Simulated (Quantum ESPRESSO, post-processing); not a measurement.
# antimonene, 1 layer: a series in biaxial strain, part 6 of 6

Wanted: a table for antimonene, 1 layer against biaxial strain, and what can be fitted to it.

Quantum ESPRESSO 7.5; plane-wave DFT, PBE, GBRV ultrasoft pseudopotentials.

So far. Step 9 (Relaxing the ions, 3 %): The relaxation lowers the energy by 4 meV an atom.

## Step 10: Ground state, 3 %

Input file m7.scf.in:

```
&control
  prefix = 'm7.scf'
  outdir = './out'
  pseudo_dir = './pseudo'
  calculation = 'scf'
  tprnfor = .true.
/
&system
  ibrav = 0
  nat = 2
  ntyp = 1
  ecutwfc = 40
  ecutrho = 200
  occupations = 'smearing'
  smearing = 'fd'
  degauss = 0.002
  nbnd = 19
/
&electrons
  conv_thr = 1e-09
  mixing_beta = 0.4
  electron_maxstep = 120
  mixing_mode = 'plain'
/
ATOMIC_SPECIES
  Sb  121.7600  sb_pbe_v1.4.uspp.F.UPF
CELL_PARAMETERS angstrom
  4.24177920308000 0.00000000000000 0.00000000000000
  -2.12088960154000 3.67348854705000 0.00000000000000
  0.00000000000000 0.00000000000000 16.65000000000000
ATOMIC_POSITIONS crystal
  Sb  0.666666666700 0.333333333300 0.452126076900
  Sb  0.333333333300 0.666666666700 0.547873923100
K_POINTS automatic
  12 12 1 0 0 0
```

Started as:

```bash
$ OMP_NUM_THREADS=1 mpirun -n 4 pw.x -nk 4 -in m7.scf.in > m7.scf.out
```

What it wrote:

```text
[banner, memory and clock lines left out]
Program PWSCF v.7.5 starts
[...]
Message from routine setup:
[...]
number of electrons       =        30.00
     number of Kohn-Sham states=           19
     kinetic-energy cutoff     =      40.0000  Ry
     charge density cutoff     =     200.0000  Ry
[...]
number of k points=    19  Fermi-Dirac smearing, width (Ry)=  0.0020
[...]
Dense  grid:    83529 G-vectors     FFT dimensions: (  40,  40, 144)
[...]
negative rho (up, down):  5.679E-04 0.000E+00
     Starting wfcs are   18 randomized atomic wfcs +    1 random wfcs
[...]
negative rho (up, down):  2.708E-05 0.000E+00
[...]
estimated scf accuracy    <       2.28286209 Ry
[...]
negative rho (up, down):  1.579E-05 0.000E+00
[...]
estimated scf accuracy    <       0.11970024 Ry
[...]
negative rho (up, down):  1.027E-04 0.000E+00
[...]
estimated scf accuracy    <       0.00702725 Ry
[...]
negative rho (up, down):  2.209E-04 0.000E+00
[...]
estimated scf accuracy    <       0.00103409 Ry
[...]
negative rho (up, down):  2.126E-04 0.000E+00
[...]
estimated scf accuracy    <       0.00001707 Ry
[...]
negative rho (up, down):  2.204E-04 0.000E+00
[...]
estimated scf accuracy    <       0.00000285 Ry
[...]
negative rho (up, down):  2.291E-04 0.000E+00
[...]
estimated scf accuracy    <       0.00000028 Ry
[...]
negative rho (up, down):  2.350E-04 0.000E+00
[...]
estimated scf accuracy    <       0.00000002 Ry
[...]
negative rho (up, down):  2.390E-04 0.000E+00
[...]
estimated scf accuracy    <          2.0E-09 Ry
[...]
negative rho (up, down):  2.458E-04 0.000E+00
[...]
the Fermi energy is    -1.0735 ev
!    total energy              =    -369.88894799 Ry
     estimated scf accuracy    <          1.3E-10 Ry
     smearing contrib. (-TS)   =      -0.00000000 Ry
     internal energy E=F+TS    =    -369.88894799 Ry
[...]
one-electron contribution =    -869.75383209 Ry
     hartree contribution      =     439.59351722 Ry
     xc contribution           =     -87.97580081 Ry
     ewald contribution        =     148.24716768 Ry
     convergence has been achieved in  10 iterations
     negative rho (up, down):  2.458E-04 0.000E+00
[...]
Total force =     0.000034     Total SCF correction =     0.000020
[...]
```

The job ended after 27 s (4 MPI ranks of Arm Neoverse N1, shared host; peak memory 0.61 GiB).

Read from the output:

- free energy: -5032.5955 eV
- Fermi energy: -1.073 eV
- valence top, on the run's zero: -1.787 eV
- conduction bottom, on the run's zero: -0.3761 eV
- gap by band count: 1.411 eV

## Step 11: Relaxing the ions, 4 %

Input file m8.relax.in:

```
&control
  prefix = 'm8.relax'
  outdir = './out'
  pseudo_dir = './pseudo'
  nstep = 40
  forc_conv_thr = 0.0003
  calculation = 'relax'
  tstress = .true.
/
&system
  ibrav = 0
  nat = 2
  ntyp = 1
  ecutwfc = 50
  ecutrho = 250
  occupations = 'smearing'
  smearing = 'fd'
  degauss = 0.002
/
&electrons
  conv_thr = 1e-09
  mixing_beta = 0.4
  electron_maxstep = 120
  mixing_mode = 'plain'
/
&ions
/
ATOMIC_SPECIES
  Sb  121.7600  sb_pbe_v1.4.uspp.F.UPF
CELL_PARAMETERS angstrom
  4.28296152544000 0.00000000000000 0.00000000000000
  -2.14148076272000 3.70915348440000 0.00000000000000
  0.00000000000000 0.00000000000000 16.65000000000000
ATOMIC_POSITIONS crystal
  Sb  0.666666666700 0.333333333300 0.450822177000
  Sb  0.333333333300 0.666666666700 0.549177823000
K_POINTS automatic
  12 12 1 0 0 0
```

Started as:

```bash
$ OMP_NUM_THREADS=1 mpirun -n 4 pw.x -nk 4 -in m8.relax.in > m8.relax.out
```

What it wrote:

```text
[banner, memory and clock lines left out]
Program PWSCF v.7.5 starts
[...]
Message from routine setup:
[...]
number of electrons       =        30.00
     number of Kohn-Sham states=           19
     kinetic-energy cutoff     =      50.0000  Ry
     charge density cutoff     =     250.0000  Ry
[...]
number of k points=    19  Fermi-Dirac smearing, width (Ry)=  0.0020
[...]
Dense  grid:   119157 G-vectors     FFT dimensions: (  45,  45, 160)
[...]
negative rho (up, down):  2.511E-04 0.000E+00
     Starting wfcs are   18 randomized atomic wfcs +    1 random wfcs
[...]
negative rho (up, down):  1.236E-06 0.000E+00
[...]
estimated scf accuracy    <       2.29022497 Ry
[...]
negative rho (up, down):  4.946E-07 0.000E+00
[...]
estimated scf accuracy    <       0.12318670 Ry
[...]
negative rho (up, down):  1.229E-05 0.000E+00
[...]
estimated scf accuracy    <       0.00699282 Ry
[...]
negative rho (up, down):  6.168E-05 0.000E+00
[...]
estimated scf accuracy    <       0.00107517 Ry
[...]
negative rho (up, down):  4.779E-05 0.000E+00
[...]
estimated scf accuracy    <       0.00002192 Ry
[...]
negative rho (up, down):  4.599E-05 0.000E+00
[...]
estimated scf accuracy    <       0.00000287 Ry
[...]
negative rho (up, down):  4.721E-05 0.000E+00
[...]
estimated scf accuracy    <       0.00000024 Ry
[...]
negative rho (up, down):  4.829E-05 0.000E+00
[...]
estimated scf accuracy    <       0.00000002 Ry
[...]
negative rho (up, down):  4.931E-05 0.000E+00
[...]
estimated scf accuracy    <          2.4E-09 Ry
[...]
negative rho (up, down):  5.131E-05 0.000E+00
[...]
the Fermi energy is    -1.1738 ev
!    total energy              =    -369.88812244 Ry
     estimated scf accuracy    <          2.2E-10 Ry
     smearing contrib. (-TS)   =      -0.00000000 Ry
     internal energy E=F+TS    =    -369.88812244 Ry
[...]
one-electron contribution =    -853.60501655 Ry
     hartree contribution      =     431.47900185 Ry
     xc contribution           =     -87.93999275 Ry
     ewald contribution        =     140.17788501 Ry
     convergence has been achieved in  10 iterations
     negative rho (up, down):  5.131E-05 0.000E+00
[...]
Total force =     0.024383     Total SCF correction =     0.000061
[...]
negative rho (up, down):  5.131E-05 0.000E+00
[...]
negative rho (up, down):  6.349E-05 0.000E+00
[...]
negative rho (up, down):  5.554E-05 0.000E+00
[...]
estimated scf accuracy    <       0.00001558 Ry
[...]
negative rho (up, down):  5.439E-05 0.000E+00
[...]
estimated scf accuracy    <       0.00000305 Ry
[...]
negative rho (up, down):  5.296E-05 0.000E+00
[...]
estimated scf accuracy    <       0.00000012 Ry
[...]
negative rho (up, down):  5.221E-05 0.000E+00
[...]
estimated scf accuracy    <       0.00000001 Ry
[...]
negative rho (up, down):  5.081E-05 0.000E+00
[...]
the Fermi energy is    -1.1776 ev
!    total energy              =    -369.88862448 Ry
     estimated scf accuracy    <          9.1E-10 Ry
     smearing contrib. (-TS)   =      -0.00000000 Ry
     internal energy E=F+TS    =    -369.88862448 Ry
[...]
one-electron contribution =    -855.79723087 Ry
     hartree contribution      =     432.56041993 Ry
     xc contribution           =     -87.94720109 Ry
     ewald contribution        =     141.29538755 Ry
     convergence has been achieved in   5 iterations
     negative rho (up, down):  5.081E-05 0.000E+00
[...]
Total force =     0.016743     Total SCF correction =     0.000027
[...]
negative rho (up, down):  5.081E-05 0.000E+00
[...]
negative rho (up, down):  6.519E-05 0.000E+00
[...]
negative rho (up, down):  5.572E-05 0.000E+00
[...]
estimated scf accuracy    <       0.00001899 Ry
[...]
negative rho (up, down):  5.454E-05 0.000E+00
[...]
estimated scf accuracy    <       0.00000372 Ry
[...]
negative rho (up, down):  5.288E-05 0.000E+00
[...]
estimated scf accuracy    <       0.00000014 Ry
[...]
negative rho (up, down):  5.202E-05 0.000E+00
[...]
estimated scf accuracy    <       0.00000001 Ry
[...]
negative rho (up, down):  5.105E-05 0.000E+00
[...]
estimated scf accuracy    <          1.1E-09 Ry
[...]
negative rho (up, down):  5.070E-05 0.000E+00
[...]
estimated scf accuracy    <          5.3E-11 Ry
[...]
negative rho (up, down):  5.053E-05 0.000E+00
[...]
the Fermi energy is    -1.1833 ev
!    total energy              =    -369.88895872 Ry
     estimated scf accuracy    <          5.7E-12 Ry
     smearing contrib. (-TS)   =      -0.00000000 Ry
     internal energy E=F+TS    =    -369.88895872 Ry
[...]
one-electron contribution =    -858.19947687 Ry
     hartree contribution      =     433.74488426 Ry
     xc contribution           =     -87.95511052 Ry
     ewald contribution        =     142.52074441 Ry
     convergence has been achieved in   7 iterations
     negative rho (up, down):  5.053E-05 0.000E+00
[...]
Total force =     0.008168     Total SCF correction =     0.000010
[...]
negative rho (up, down):  5.053E-05 0.000E+00
[...]
negative rho (up, down):  6.347E-05 0.000E+00
[...]
negative rho (up, down):  5.486E-05 0.000E+00
[...]
estimated scf accuracy    <       0.00001740 Ry
[...]
negative rho (up, down):  5.386E-05 0.000E+00
[...]
estimated scf accuracy    <       0.00000339 Ry
[...]
negative rho (up, down):  5.243E-05 0.000E+00
[...]
estimated scf accuracy    <       0.00000013 Ry
[...]
negative rho (up, down):  5.170E-05 0.000E+00
[...]
estimated scf accuracy    <       0.00000001 Ry
[...]
negative rho (up, down):  5.087E-05 0.000E+00
[...]
estimated scf accuracy    <          1.1E-09 Ry
[...]
negative rho (up, down):  5.057E-05 0.000E+00
[...]
estimated scf accuracy    <          4.5E-11 Ry
[...]
negative rho (up, down):  5.042E-05 0.000E+00
[...]
the Fermi energy is    -1.1900 ev
!    total energy              =    -369.88906145 Ry
     estimated scf accuracy    <          5.8E-12 Ry
     smearing contrib. (-TS)   =      -0.00000000 Ry
     internal energy E=F+TS    =    -369.88906145 Ry
[...]
one-electron contribution =    -860.47821034 Ry
     hartree contribution      =     434.86782551 Ry
     xc contribution           =     -87.96266018 Ry
     ewald contribution        =     143.68398356 Ry
     convergence has been achieved in   7 iterations
     negative rho (up, down):  5.042E-05 0.000E+00
[...]
Total force =     0.000122     Total SCF correction =     0.000013
[...]
negative rho (up, down):  5.042E-05 0.000E+00
[...]
negative rho (up, down):  5.039E-05 0.000E+00
[...]
negative rho (up, down):  5.040E-05 0.000E+00
[...]
estimated scf accuracy    <          3.9E-09 Ry
[...]
negative rho (up, down):  5.041E-05 0.000E+00
[...]
estimated scf accuracy    <          7.7E-10 Ry
[...]
negative rho (up, down):  5.041E-05 0.000E+00
[...]
estimated scf accuracy    <          2.9E-11 Ry
[...]
negative rho (up, down):  5.042E-05 0.000E+00
[...]
the Fermi energy is    -1.1899 ev
!    total energy              =    -369.88906148 Ry
     estimated scf accuracy    <          2.8E-12 Ry
     smearing contrib. (-TS)   =      -0.00000000 Ry
     internal energy E=F+TS    =    -369.88906148 Ry
[...]
one-electron contribution =    -860.44458579 Ry
     hartree contribution      =     434.85124500 Ry
     xc contribution           =     -87.96254620 Ry
     ewald contribution        =     143.66682550 Ry
     convergence has been achieved in   4 iterations
     negative rho (up, down):  5.042E-05 0.000E+00
[...]
Total force =     0.000008     Total SCF correction =     0.000004
[...]
negative rho (up, down):  5.042E-05 0.000E+00
[...]
```

Run time: 2.4 min. Hardware: 4 MPI ranks; peak memory 0.8 GiB.

The steps of the relaxation:

```tsv
step	energy less that of the first step (eV)	largest force (eV/Å)
1	0.0000	0.4433
2	-0.0068	0.3044
3	-0.0114	0.1485
4	-0.0128	0.0022
5	-0.0128	0.0001
```

The atoms that moved most (Å):

```tsv
atom	dx	dy	dz	length
Sb1	0.000	0.000	0.029	0.029
Sb2	0.000	0.000	-0.029	0.029
```

The relaxed structure:

```
CELL_PARAMETERS angstrom
4.28296 0.00000 0.00000
-2.14148 3.70915 0.00000
0.00000 0.00000 16.65000
ATOMIC_POSITIONS crystal
Sb 0.66667 0.33333 0.45254
Sb 0.33333 0.66667 0.54746
```

The relaxation lowers the energy by 6 meV an atom.

Numbers from this step:

```
free energy  : -5032.5971 eV
Fermi energy : -1.190 eV
```

## Step 12: Self-consistent run, 4 %

Input file m8.scf.in:

```
&control
  prefix = 'm8.scf'
  outdir = './out'
  pseudo_dir = './pseudo'
  calculation = 'scf'
  tprnfor = .true.
/
&system
  ibrav = 0
  nat = 2
  ntyp = 1
  ecutwfc = 40
  ecutrho = 200
  occupations = 'smearing'
  smearing = 'fd'
  degauss = 0.002
  nbnd = 19
/
&electrons
  conv_thr = 1e-09
  mixing_beta = 0.4
  electron_maxstep = 120
  mixing_mode = 'plain'
/
ATOMIC_SPECIES
  Sb  121.7600  sb_pbe_v1.4.uspp.F.UPF
CELL_PARAMETERS angstrom
  4.28296152544000 0.00000000000000 0.00000000000000
  -2.14148076272000 3.70915348440000 0.00000000000000
  0.00000000000000 0.00000000000000 16.65000000000000
ATOMIC_POSITIONS crystal
  Sb  0.666666666700 0.333333333300 0.452538647700
  Sb  0.333333333300 0.666666666700 0.547461352300
K_POINTS automatic
  12 12 1 0 0 0
```

Started as:

```bash
$ OMP_NUM_THREADS=1 mpirun -n 4 pw.x -nk 4 -in m8.scf.in > m8.scf.out
```

What it wrote:

```text
[banner, memory and clock lines left out]
Program PWSCF v.7.5 starts
[...]
Message from routine setup:
[...]
number of electrons       =        30.00
     number of Kohn-Sham states=           19
     kinetic-energy cutoff     =      40.0000  Ry
     charge density cutoff     =     200.0000  Ry
[...]
number of k points=    19  Fermi-Dirac smearing, width (Ry)=  0.0020
[...]
Dense  grid:    85425 G-vectors     FFT dimensions: (  40,  40, 144)
[...]
negative rho (up, down):  5.757E-04 0.000E+00
     Starting wfcs are   18 randomized atomic wfcs +    1 random wfcs
[...]
negative rho (up, down):  1.435E-05 0.000E+00
[...]
estimated scf accuracy    <       2.28854167 Ry
[...]
negative rho (up, down):  9.333E-06 0.000E+00
[...]
estimated scf accuracy    <       0.11992895 Ry
[...]
negative rho (up, down):  9.663E-05 0.000E+00
[...]
estimated scf accuracy    <       0.00700794 Ry
[...]
negative rho (up, down):  2.260E-04 0.000E+00
[...]
estimated scf accuracy    <       0.00103007 Ry
[...]
negative rho (up, down):  2.170E-04 0.000E+00
[...]
estimated scf accuracy    <       0.00001934 Ry
[...]
negative rho (up, down):  2.241E-04 0.000E+00
[...]
estimated scf accuracy    <       0.00000271 Ry
[...]
negative rho (up, down):  2.331E-04 0.000E+00
[...]
estimated scf accuracy    <       0.00000025 Ry
[...]
negative rho (up, down):  2.390E-04 0.000E+00
[...]
estimated scf accuracy    <       0.00000002 Ry
[...]
negative rho (up, down):  2.432E-04 0.000E+00
[...]
estimated scf accuracy    <          1.3E-09 Ry
[...]
negative rho (up, down):  2.502E-04 0.000E+00
[...]
the Fermi energy is    -1.1691 ev
!    total energy              =    -369.88735817 Ry
     estimated scf accuracy    <          1.3E-10 Ry
     smearing contrib. (-TS)   =      -0.00000000 Ry
     internal energy E=F+TS    =    -369.88735817 Ry
[...]
one-electron contribution =    -860.45008966 Ry
     hartree contribution      =     434.85899443 Ry
     xc contribution           =     -87.96308835 Ry
     ewald contribution        =     143.66682541 Ry
     convergence has been achieved in  10 iterations
     negative rho (up, down):  2.502E-04 0.000E+00
[...]
Total force =     0.000070     Total SCF correction =     0.000018
[...]
```

It took 27 s on 4 MPI ranks; peak memory 0.44 GiB.

This step gave:

- free energy: -5032.5739 eV
- Fermi energy: -1.169 eV
- valence top, on the run's zero: -1.846 eV
- conduction bottom, on the run's zero: -0.5800 eV
- gap by band count: 1.266 eV

## Step 13: The series side by side

The series in one table, energies over the lowest:

```tsv
biaxial strain	energy (eV)	gap along the path (eV)	upper vacuum level over the valence top of the mesh (eV)	lower vacuum level over that top (eV)
-4 %	0.0653	0.762	4.293	4.294
-3 %	0.0366	0.9428	4.443	4.443
-2 %	0.0165	1.072	4.582	4.582
-1 %	0.0044	1.184	4.713	4.713
0 %	0.0000	1.285	4.834	4.834
1 %	0.0026	1.378	4.947	4.947
2 %	0.0120	1.462	5.051	5.051
3 %	0.0276	1.411	5.148	5.148
4 %	0.0493	1.266	5.147	5.147
```

## Step 14: Worked from the printed numbers

A parabola through the energies within ±2 % has E = 35.64 eV × ε² -0.109 eV × ε; for the curvature, over A = 14.688 Å² this is 35.64 × 1/14.688 × 16.02 = 39 N/m.

## Step 15: Results

| Quantity | Value |
| --- | --- |
| C11 + C12 | 39 N/m |
| gap along the path, at -4 % and at 4 % | 0.76, 1.27 eV |
| upper vacuum level over the valence top of the mesh, at -4 % and at 4 % | 4.29, 5.15 eV |
| lower vacuum level over that top, at -4 % and at 4 % | 4.29, 5.15 eV |

**Reading.** The series holds 9 members; C11 + C12: 39 N/m (PBE, GBRV ultrasoft). The energy is lowest near zero strain. From -4 % to 4 % the gap along the path goes from 0.76 to 1.27 eV by way of 1.46 at 2 %. From -4 % to 4 % the upper vacuum level over the valence top of the mesh rises from 4.29 to 5.15 eV. From -4 % to 4 % the lower vacuum level over that top rises from 4.29 to 5.15 eV. Semilocal gaps are too small; the 1×1 cell can't ripple over many cells under compression as a free sheet would. No spin-orbit coupling.

[Logs are printed without paths, hosts, clocks, repeated set-up lines and the standing remarks that a program may print on its own settings, such as how far it seeks lower states.]

[Hosts, paths, dates, database ids (printed as entryN), source tags and the programs' standing remarks are cut or masked in the printed files.]

[Maps of the electrostatic potential energy from Ansatz leave out the sawtooth potential of an applied field or a dipole correction, so their vacuum need not be flat; planar profiles and work functions include it.]
